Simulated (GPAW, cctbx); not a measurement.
# Sn3PbSe4: what bonding does to one electron reflection, worked out

Sn3PbSe4, Pm-3m (no. 221), a = 6.0880 Å, b = 6.0880 Å, c = 6.0880 Å, α = 90.00°, β = 90.00°, γ = 90.00°.

| atom | mult. | x | y | z |
| --- | --- | --- | --- | --- |
| Pb1 | 1 | 1/2 | 1/2 | 1/2 |
| Sn1 | 3 | 0 | 0 | 1/2 |
| Se1 | 3 | 1/2 | 0 | 1/2 |
| Se2 | 1 | 0 | 0 | 0 |

The cell is our own: ordered rocksalt alloy in the eight-atom cube, 3 of 4 Pb sites given to Sn.

A DFT run (GPAW, PBE, 600 eV, 4×4×4 k-points, Fermi–Dirac width 0.02 eV) gives the static X-ray structure factor of 111 as 86.772 e for the conventional cell; superposed free atoms give 87.459 e. **Problem.** Find the Fourier component V of the crystal potential and the two-beam extinction distance at 300 kV in both cases.

**1. Geometry**

The cell volume is Ω = 225.65 Å³ and d(111) = 3.5149 Å, so g = 1/d = 0.2845 Å⁻¹.

**2. The nuclei**

Electrons feel nuclei as well as electrons, so the nuclear charges are summed with the same phases.

Phase sums Σ exp(2πi h·x), turned so that the total is real and positive: Pb +1.000, Sn +3.000, Se -4.000. Then F_Z = 82 × (+1.000) + 50 × (+3.000) + 34 × (-4.000) = 96.00 e. The electron term has the same sign for this reflection.

**3. Mott–Bethe**

Poisson's equation, term by term, gives V = (e/4πε₀)(F_Z − F)/(πΩg²), with e/4πε₀ = 14.3996 V Å.

The prefactor is 14.3996 × 3.5149²/(π × 225.65) = 0.25095 V per electron. Free atoms: (96.00 − 87.459) × 0.25095 = 2.143 V. Crystal: (96.00 − 86.772) × 0.25095 = 2.316 V. F changes by -0.79 % and V by +8.0 %: the same 0.69 e is measured against F_Z − F = 8.5 e in place of F = 87.5 e.

**4. Extinction distance**

In the two-beam case ξ = 1/(λU) with U = 2γm₀eV/h², that is ξ = 150.41 V Å²/(γλV).

At 300 kV, λ = 0.01969 Å and γ = 1.5871. Free atoms: ξ = 2246 Å. Crystal: ξ = 2079 Å. The thickness fringes go as sin²(πt/ξ), so the two patterns slip by a quarter of a period when t|1/ξ₁ − 1/ξ₀| = 1/4, at t ≈ 698 nm. Thermal motion, absorption and many-beam coupling, left out here, change a real pattern.

**5. Answer**

V(111) is 2.32 V against 2.14 V, and ξ is 2079 against 2246 Å. Limits: static atoms, two beams.
